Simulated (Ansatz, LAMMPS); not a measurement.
# Relaxing Mg2+ triflate in trimethyl phosphate and diglyme, from a frame at 300 K (131 atoms)

How does Mg2+ triflate in trimethyl phosphate and diglyme, from a frame at 300 K (131 atoms) relax, and what do bonds, charges and levels look like afterwards?

Method: Kohn-Sham DFT, LDA, PAW (set soft_2), plane waves, in Ansatz 0.2.0.

## 1. The starting structure

The cell holds 131 atoms: 26 C, 28 O, 64 H, 4 P, 2 S, 6 F and 1 Mg. Its edges and angles: a = 11.481 Å, b = 11.481 Å, c = 11.481 Å, α = 90.0°, β = 90.0°, γ = 90.0°. 4 trimethyl phosphate, 2 diglyme, 1 Mg2+, 2 triflate placed at random, at 1.26 g/cm³; overlaps pushed apart, then 10 ps at 550 K with divalent ions of Li, Roberts, Chakravorty and Merz (J. Chem. Theory Comput. 9, 2733 (2013)); MMFF94 bonds, angles, torsions, charges and radii (Halgren, J. Comput. Chem. 17, 490 (1996)) in harmonic and 12-6 forms; charges of ions scaled by 0.8. Snapshot after 30 ps at 300 K and fixed volume.

Limits known from the start: The network of contacts between molecules at the start is that of the classical potential that made the cell. The functional has no dispersion term, which matters for the binding between molecules or layers, where LDA binds through overlap of densities alone. The density was typed from a rule of thumb and may lie off the real one at this temperature. The Brillouin zone is sampled at Γ only, in a cell whose shortest periodic width is 11 Å.

## 2. The classical run that made the cell

A classical potential supplies the starting structure, since it reaches far longer times than DFT.

This step: classical MD, divalent ions of Li, Roberts, Chakravorty and Merz (J. Chem. Theory Comput. 9, 2733 (2013)); MMFF94 bonds, angles, torsions, charges and radii (Halgren, J. Comput. Chem. 17, 490 (1996)) in harmonic and 12-6 forms; charges of ions scaled by 0.8 (LAMMPS 22 Jul 2025 - Update 4).

in.lmp

```
# Mg2+ triflate in trimethyl phosphate and diglyme
units real
atom_style full
boundary p p p
bond_style harmonic
angle_style harmonic
dihedral_style opls
improper_style harmonic
special_bonds lj 0 0 0.5 coul 0 0 0.75
read_data data.lmp
neigh_modify delay 0 every 1 check yes one 4000
comm_modify cutoff 12.0
timestep 0.5
thermo_style custom step time temp pe press density
thermo_modify norm yes
# push overlapping molecules apart
pair_style soft 2.6
pair_coeff * * 0.0
variable a equal ramp(1,60)
fix ad all adapt 1 pair soft a * * v_a
velocity all create 550 82305 mom yes dist gaussian
fix lim all nve/limit 0.03
fix lan all langevin 550 550 50 82306 zero yes
thermo 1000
run 3000 post no
unfix ad
pair_style lj/cut/coul/long 9.0
pair_modify mix arithmetic tail yes
pair_coeff 1 1 0.0678 3.3680   # C
pair_coeff 2 2 0.0763 3.0430   # O
pair_coeff 3 3 0.0216 2.5400   # H
pair_coeff 4 4 0.2596 3.1940   # P
pair_coeff 5 5 0.0763 3.0960   # O
pair_coeff 6 6 0.2681 3.4180   # S
# [... 20 lines left out ...]
compute msd all msd com yes
thermo 7500
fix md all nvt temp 300 300 100
run 30000 post no
print "== T300: mean square displacement over the hold $(c_msd[4]:%.2f) A^2"
unfix md
uncompute msd
write_dump all custom T300.dump id type xs ys zs modify sort id
```

Run with:

```bash
$ lmp -in in.lmp -log none -nocite
```

Numbers of over 12 decimals in the logs are rounded to 6 here.

Log:

```text
LAMMPS (22 Jul 2025 - Update 4)
Reading data file ...
  orthogonal box = (0 0 0) to (11.48111 11.48111 11.48111)
  131 atoms
  orthogonal box = (0 0 0) to (11.48111 11.48111 11.48111)
  122 bonds
  210 angles
  162 dihedrals
WARNING: Bond/angle/dihedral extent > half of periodic box length
   Step          Time           Temp          PotEng         Press         Density
         0   0              550            0.80796039     3281.6512      1.2629994
      1000   500            551.35057      2.0776984      11464.138      1.2629994
      2000   1000           494.34037      2.119577       13812.763      1.2629994
      3000   1500           486.71551      2.231853       17985.905      1.2629994
WARNING: Bond/angle/dihedral extent > half of periodic box length
Loop time of 0.22992 s on 1 MPI rank(s) for 3000 steps with 131 atoms
PPPM initialization ...
WARNING: System is not charge neutral, net charge = -0.00016
  G vector (1/distance) = 0.31090051
  grid = 8 8 8
  estimated relative force accuracy = 2.3616636e-05
WARNING: Bond/angle/dihedral extent > half of periodic box length
   Step          Time           Temp          PotEng         Press         Density
      3000   1500           486.71551      0.38571624     2965.734       1.2629994
[... 17 lines left out ...]
Loop time of 0.809798 s on 1 MPI rank(s) for 2000 steps with 131 atoms
WARNING: Bond/angle/dihedral extent > half of periodic box length
   Step          Time           Temp          PotEng         Press         Density
      2000   1000           455.81639     -2.0550243      4161.2994      1.2629994
[... 5 lines left out ...]
WARNING: Bond/angle/dihedral extent > half of periodic box length
Loop time of 4.28587 s on 1 MPI rank(s) for 10000 steps with 131 atoms
WARNING: Bond/angle/dihedral extent > half of periodic box length
   Step          Time           Temp          PotEng         Press         Density
[... 4 lines left out ...]
WARNING: Bond/angle/dihedral extent > half of periodic box length
Loop time of 2.135 s on 1 MPI rank(s) for 5000 steps with 131 atoms
WARNING: Bond/angle/dihedral extent > half of periodic box length
   Step          Time           Temp          PotEng         Press         Density
[... 2 lines left out ...]
     30000   29000          327.90436     -2.7938123      1433.9571      1.2629994
     37500   36500          298.50459     -2.8300935     -6719.0816      1.2629994
     45000   44000          291.9043      -2.7870952      358.3533       1.2629994
     47000   46000          324.78737     -2.8640927      1704.5455      1.2629994
WARNING: Bond/angle/dihedral extent > half of periodic box length
Loop time of 12.6593 s on 1 MPI rank(s) for 30000 steps with 131 atoms
== T300: mean square displacement over the hold 5.38 A^2
```

Wall time 21 s (1 thread of Arm Neoverse V2, shared host); peak memory 0.12 GiB.

The input also reads data.lmp (atoms, bonds and types; not printed here).

## 3. Single point at the start

A single point comes first, to see the forces before anything moves.

input.yaml

```yaml
crystal:
  lattice:
    - [11.48111, 0.0, 0.0]
    - [0.0, 11.48111, 0.0]
    - [0.0, 0.0, 11.48111]
  atoms:
    - { symbol: C, position: [0.26697, 0.89344, 0.40478] }
    - { symbol: O, position: [0.21407, 0.78526, 0.36595] }
    - { symbol: C, position: [0.27494, 0.72075, 0.28879] }
    - { symbol: C, position: [0.28914, 0.78745, 0.17534] }
    - { symbol: O, position: [0.31724, 0.71194, 0.08011] }
    - { symbol: C, position: [0.31548, 0.79315, 0.98298] }
    - { symbol: C, position: [0.39248, 0.7415, 0.88778] }
    - { symbol: O, position: [0.50935, 0.72823, 0.93215] }
    - { symbol: C, position: [0.57894, 0.82173, 0.893] }
    - { symbol: H, position: [0.21675, 0.93568, 0.46953] }
    - { symbol: H, position: [0.26861, 0.94932, 0.32857] }
    - { symbol: H, position: [0.34679, 0.87086, 0.4408] }
    - { symbol: H, position: [0.35822, 0.69336, 0.32564] }
    - { symbol: H, position: [0.22627, 0.64268, 0.26604] }
    - { symbol: H, position: [0.20328, 0.82707, 0.15862] }
    - { symbol: H, position: [0.35036, 0.85458, 0.18869] }
    - { symbol: H, position: [0.34127, 0.88134, 0.00591] }
    - { symbol: H, position: [0.22184, 0.79413, 0.95689] }
    - { symbol: H, position: [0.36137, 0.6496, 0.88608] }
    - { symbol: H, position: [0.38764, 0.78385, 0.80434] }
    - { symbol: H, position: [0.53171, 0.90155, 0.88592] }
    - { symbol: H, position: [0.60971, 0.80972, 0.80126] }
    - { symbol: H, position: [0.65105, 0.83588, 0.95368] }
    - { symbol: C, position: [0.18494, 0.77668, 0.65177] }
    - { symbol: O, position: [0.07835, 0.78194, 0.5858] }
    - { symbol: C, position: [0.99383, 0.8584, 0.64809] }
    - { symbol: C, position: [0.04712, 0.96632, 0.69844] }
    - { symbol: O, position: [0.09449, 0.95088, 0.81174] }
    - { symbol: C, position: [0.12116, 0.06587, 0.86185] }
    - { symbol: C, position: [0.01214, 0.10347, 0.93298] }
    - { symbol: O, position: [0.94505, 0.18064, 0.86256] }
    - { symbol: C, position: [0.83544, 0.18907, 0.91196] }
    [... 93 atom lines left out ...]
    - { symbol: O, position: [0.04591, 0.0347, 0.27809] }
    - { symbol: C, position: [0.81538, 0.9959, 0.2793] }
    - { symbol: F, position: [0.78888, 0.1029, 0.23856] }
    - { symbol: F, position: [0.73142, 0.96266, 0.35585] }
    - { symbol: F, position: [0.81105, 0.92662, 0.1849] }
    - { symbol: Mg, position: [0.05266, 0.71575, 0.41475] }
kpoints:
  mp_grid: { grid: [1, 1, 1] }
hamiltonian:
  xc: lda
scf:
  occupations: { method: fixed }
output:
  forces: true
  stress: true
  populations: true
  dos:
    method: { smearing: { sigma: 0.08 } }
    de: 0.1
    projected: { site_lists: { C: [C], F: [F], H: [H], Mg: [Mg], O: [O] } }
  eigenvalues: true
```

Run with:

```bash
$ ansatz run input.yaml --threads 4 --pin off --max-ram 8192MiB --backend cpu --events-out ev --progress --plain --runs-dir out
```

Log:

```text
Engine: ansatz 0.2.0, aarch64-unknown-linux-gnu
Pseudopotentials: kind: paw
Pseudopotential: C, paw, valence charge 4, recommended cutoff 420 eV (normal), C.paw.azcp
Pseudopotential: O, paw, valence charge 6, recommended cutoff 420 eV (normal), O.paw.azcp
Pseudopotential: H, paw, valence charge 1, recommended cutoff 420 eV (normal), H.paw.azcp
Pseudopotential: P, paw, valence charge 5, recommended cutoff 420 eV (normal), P.paw.azcp
Pseudopotential: S, paw, valence charge 6, recommended cutoff 420 eV (normal), S.paw.azcp
Pseudopotential: F, paw, valence charge 7, recommended cutoff 420 eV (normal), F.paw.azcp
Pseudopotential: Mg, paw, valence charge 10, recommended cutoff 420 eV (normal), Mg.paw.azcp
Functional definition: SPW92
  exchange = slater_x
  correlation = pw_c
Crystal: 131 atoms, lattice volume = 1513.393 Å³
Basis set: ecut = 420 eV, 29423 PW (Γ)
Bands: 341, of which v1, the nominal top of the filled ones, is band 210 counted from 1 (209 counted from 0)
Symmetry: 1 space group operations
Space group: P1 (ITA 1), of the structure as read, at distance tolerance 1.1e-4 Å
k-points: 1
Non-local potential: C, projectors of the file, l = 0: 2, l = 1: 2, l = 2: 1
Non-local potential: O, projectors of the file, l = 0: 2, l = 1: 2, l = 2: 1
Non-local potential: H, projectors of the file, l = 0: 2, l = 1: 1
Non-local potential: P, projectors of the file, l = 0: 2, l = 1: 2, l = 2: 2
Non-local potential: S, projectors of the file, l = 0: 2, l = 1: 2, l = 2: 2
Non-local potential: F, projectors of the file, l = 0: 2, l = 1: 2, l = 2: 1
Non-local potential: Mg, projectors of the file, l = 0: 3, l = 1: 2, l = 2: 1
PAW form: soft (Blöchl's): semilocal exchange-correlation on the pseudo side does not see the compensation charge
PAW frozen core: C, regenerated for the run's functional, and the local potential with it (the file was generated under x = pbe(κ = 0.804, μ = 0.219515), c = pbe(β = 0.066725))
PAW frozen core: O, regenerated for the run's functional, and the local potential with it (the file was generated under x = pbe(κ = 0.804, μ = 0.219515), c = pbe(β = 0.066725))
PAW frozen core: P, regenerated for the run's functional, and the local potential with it (the file was generated under x = pbe(κ = 0.804, μ = 0.219515), c = pbe(β = 0.066725))
PAW frozen core: S, regenerated for the run's functional, and the local potential with it (the file was generated under x = pbe(κ = 0.804, μ = 0.219515), c = pbe(β = 0.066725))
PAW frozen core: F, regenerated for the run's functional, and the local potential with it (the file was generated under x = pbe(κ = 0.804, μ = 0.219515), c = pbe(β = 0.066725))
PAW frozen core: Mg, regenerated for the run's functional, and the local potential with it (the file was generated under x = pbe(κ = 0.804, μ = 0.219515), c = pbe(β = 0.066725))
PAW one-centre angular grid: C, 110 points (default); XC on 64 Gauss nodes
PAW one-centre angular grid: O, 110 points (default); XC on 64 Gauss nodes
PAW one-centre angular grid: H, 110 points (default); XC on 64 Gauss nodes
PAW one-centre angular grid: P, 110 points (default); XC on 64 Gauss nodes
PAW one-centre angular grid: S, 110 points (default); XC on 64 Gauss nodes
PAW one-centre angular grid: F, 110 points (default); XC on 64 Gauss nodes
PAW one-centre angular grid: Mg, 110 points (default); XC on 64 Gauss nodes
Initial density: superposition of atomic densities (neutral atoms: chi_scale 0, normalization atom), corrected by the library's trained network
Initial wavefunctions: pseudopotential atomic-orbital guess
Functional: x = slater, c = lda
SCF iter   1: F=—  HF=-34162.367484 eV  |F-HF|=—  |Δ(HF+E_count)|=         —  Δρ=1.06e-2  dr2=1.26e0  ethr=1.77e-3  ⟨swp⟩=5.0  Hψ=1334  notcnv=0  defer=127
preconditioner: auto → Resta (q_TF=auto, 2.203 Å⁻¹)  ε∞=2.4  [insulator: Δε(μ)=4.305 eV  Ē_g=15.894 eV  n_scr=256 (ndim 8)  ℏωp=19.1 eV  f_vac=0.296  ε∞_Penn≈2.4]
SCF iter   2: F=—  HF=-34161.992697 eV  |F-HF|=—  |Δ(HF+E_count)|=   3.75e-1  Δρ=4.09e-3  dr2=2.07e-1  ethr=3.00e-4  ⟨swp⟩=4.0  Hψ=604  notcnv=0  defer=129
SCF iter   3: F=—  HF=-34161.939131 eV  |F-HF|=—  |Δ(HF+E_count)|=   5.36e-2  Δρ=1.92e-3  dr2=5.38e-2  ethr=4.94e-5  ⟨swp⟩=3.0  Hψ=417  notcnv=0  defer=129
SCF iter   4: F=—  HF=-34161.928522 eV  |F-HF|=—  |Δ(HF+E_count)|=   1.06e-2  Δρ=5.50e-4  dr2=6.35e-3  ethr=1.28e-5  ⟨swp⟩=3.0  Hψ=471  notcnv=0  defer=129
SCF iter   5: F=—  HF=-34161.928727 eV  |F-HF|=—  |Δ(HF+E_count)|=   2.06e-4  Δρ=3.27e-4  dr2=1.82e-3  ethr=1.51e-6  ⟨swp⟩=2.0  Hψ=570  notcnv=0  defer=129
SCF iter   6: F=—  HF=-34161.928780 eV  |F-HF|=—  |Δ(HF+E_count)|=   5.20e-5  Δρ=1.32e-4  dr2=3.22e-4  ethr=4.33e-7  ⟨swp⟩=3.0  Hψ=425  notcnv=0  defer=129
SCF iter   7: F=—  HF=-34161.928859 eV  |F-HF|=—  |Δ(HF+E_count)|=   7.98e-5  Δρ=4.10e-5  dr2=3.22e-5  ethr=7.67e-8  ⟨swp⟩=3.0  Hψ=436  notcnv=0  defer=129
SCF iter   8: F=—  HF=-34161.929015 eV  |F-HF|=—  |Δ(HF+E_count)|=   1.56e-4  Δρ=2.27e-5  dr2=7.05e-6  ethr=7.66e-9  ⟨swp⟩=3.0  Hψ=420  notcnv=0  defer=129
SCF iter   9: F=—  HF=-34161.929018 eV  |F-HF|=—  |Δ(HF+E_count)|=   3.45e-6  Δρ=7.13e-6  dr2=8.43e-7  ethr=1.68e-9  ⟨swp⟩=3.0  Hψ=414  notcnv=0  defer=129
SCF iter  10: F=—  HF=-34161.929020 eV  |F-HF|=—  |Δ(HF+E_count)|=   1.19e-6  Δρ=4.01e-6  dr2=2.41e-7  ethr=2.01e-10  ⟨swp⟩=3.0  Hψ=443  notcnv=0  defer=129
SCF iter  11: F=-34161.929020 eV  HF=-34161.929020 eV  |F-HF|=3.60e-8  |Δ(HF+E_count)|=   1.51e-7  Δρ=1.58e-6  dr2=4.17e-8  ethr=2.38e-11  ⟨swp⟩=22.0  Hψ=2812  notcnv=0
SCF 1 converged in 11 iterations: F = -34161.929020 eV  dr2 = 4.17e-8
  greatest PAW one-centre occupation: 1.000 electrons in one spin orbital (limit 2), on the Mg atom at site 130 (counted from 0), in its partial waves of l = 1
SCF converged after 11 iterations
Free energy (F): -34161.929020 eV
Harris-Foulkes:  -34161.929020 eV  (|F-HF|=3.60e-8)
Internal energy: -34161.929020 eV  (E = F + TS)
E sigma→0 (E₀):  -34161.929020 eV
Fermi energy:    -0.491267 eV
--- Per-component energies (eV) ---
  E_band       = -3993.131729
  E_kinetic    = 9984.375863
  E_local      = -42908.501814  (includes V_loc(G=0)·N_el)
  E_nonlocal   = 2969.685236
  E_hartree    = 16816.750941
  E_xc         = -4739.657438
  E_vxc        = -5915.650298  (∫ρ·V_xc dr)
  E_paw        = -11243.258126  (= ΣΔE_a)
  E_vpaw       = -1756.534877  (= ΣTr[D̂ρ^β])
  E_aug_tail   = -0.002750  (compensation charges beyond the density's cutoff)
  E_ewald      = -5047.274169
  E_core_change = 5.953237  (= ΣΔE_core)
  E_smearing   = -0.000000  (= −TS)
  E_closure    = -0.000000  (closes the sum)
  Σ components = -34161.929020   (vs F -34161.929020, Δ=0.00e0)
--- Forces (eV/Å), atoms counted from 1 ---
  atom   1  C     -1.41419606    -1.38159195    -2.26818802
  atom   2  O     -1.91890870     1.23138380     2.23341498
  atom   3  C      1.11501409    -0.31410816    -2.00280984
  atom   4  C     -1.17578506    -2.39436604     0.16067245
  atom   5  O      0.41435857     2.47969959     0.39305193
  atom   6  C     -0.31333167    -1.90915787    -0.85045692
  atom   7  C      0.06875363    -1.62647497     2.70733657
  atom   8  O     -0.48177360     1.02870150    -0.94251842
  atom   9  C      0.34422451    -0.92518017    -0.51284131
  atom  10  H     -1.19931852     0.25809190     0.97704150
  atom  11  H      0.40327076     0.54883847    -0.26174637
  atom  12  H      2.35956539    -0.24128705     0.79263575
  atom  13  H      0.60982757    -0.13591149     0.13120348
  atom  14  H     -0.41314229    -0.48318736     0.19296054
[...]
atom 130  F      0.18974581     0.08699848     0.82469098
  atom 131  Mg    -0.49534479     0.29355439     0.07999041
  max |Σ_I F_I| component: 3.17e-5 eV/Å
--- Stress (GPa, compression-positive) ---
       -1.207273      -0.262311       0.207622
       -0.262311      -1.782647       0.242611
        0.207622       0.242611      -1.646517
  P = ⅓ Tr σ = -1.5455 GPa (-15.455 kbar)
--- Band table (eV) ---
  k-point 0: bands = ["-72.8070", "-40.2667", "-40.2493", "-40.2372", [... 325 levels ...], "10.1231", "10.1714", "10.2079", "10.2467", "10.2768", "10.2917", "10.3315", "10.3714", "10.4119", "10.4876", "10.5614", "10.6205"]
--- Löwdin populations: 131 sites ---
  site symbol       q [e]
     0      C      4.2885
     1      O      6.3667
     2      C      4.0901
[...]
130     Mg      8.4009
  spilling = 0.014845 (of n_electrons = 420.000000)
```

It took 19 s on 4 threads of Arm Neoverse V2, shared host; peak memory 1.7 GiB.

Numbers from this run:

```
free energy                                      : -34161.9290 eV
free energy per atom                             : -260.7781 eV/atom
SCF cycles                                       : 11
pressure                                         : -1.545 GPa
r.m.s. force component                           : 0.9771 eV/Å
longest force                                    : 4.245 eV/Å
Fermi energy                                     : -0.4913 eV
gap (highest filled to lowest empty level) : 4.167 eV
spilling of the projection                       : 0.01485
```

The r.m.s. force component of 0.98 eV/Å and the pressure of -1.5 GPa set the starting point.

Neighbours are counted within 1.34 Å (H-C), 1.73 Å (O-C), 2.08 Å (O-P), 1.88 Å (O-S), 2.52 Å (O-Mg), 1.85 Å (C-C), 1.62 Å (C-F), 2.21 Å (C-S).

Length of the force by element and coordination:

| element | coordination | atoms | mean length of the force (eV/Å) | spread | least | most |
| --- | --- | --- | --- | --- | --- | --- |
| C | all | 26 | 1.99 | 0.790 | 0.549 | 4.25 |
| F | all | 6 | 1.34 | 0.418 | 0.851 | 1.96 |
| H | all | 64 | 0.943 | 0.620 | 0.0519 | 3.24 |
| Mg | all | 1 | 0.581 | 0 | 0.581 | 0.581 |
| O | all | 28 | 2.04 | 1.02 | 0.232 | 4.12 |
| O | 1 | 6 | 1.36 | 0.996 | 0.232 | 3.14 |
| O | 2 | 20 | 2.20 | 0.967 | 0.900 | 4.12 |
| O | 3 | 2 | 2.54 | 0.653 | 1.89 | 3.19 |
| P | all | 4 | 1.51 | 0.855 | 0.0879 | 2.29 |
| S | all | 2 | 1.52 | 0.263 | 1.26 | 1.78 |

[end of part 1 of 3]

[Logs are printed without paths, hosts, clocks, repeated set-up lines and the standing remarks that a program may print on its own settings, such as how far it seeks lower states.]

[Hosts, paths, dates, database ids (printed as entryN), source tags and the programs' standing remarks are cut or masked in the printed files.]

[The MMFF94 radii named for the starting cell were scaled by 0.96; in molecules described by MMFF94, hydrogen bound to N, O or S took a small fixed 12-6 site in their place.]
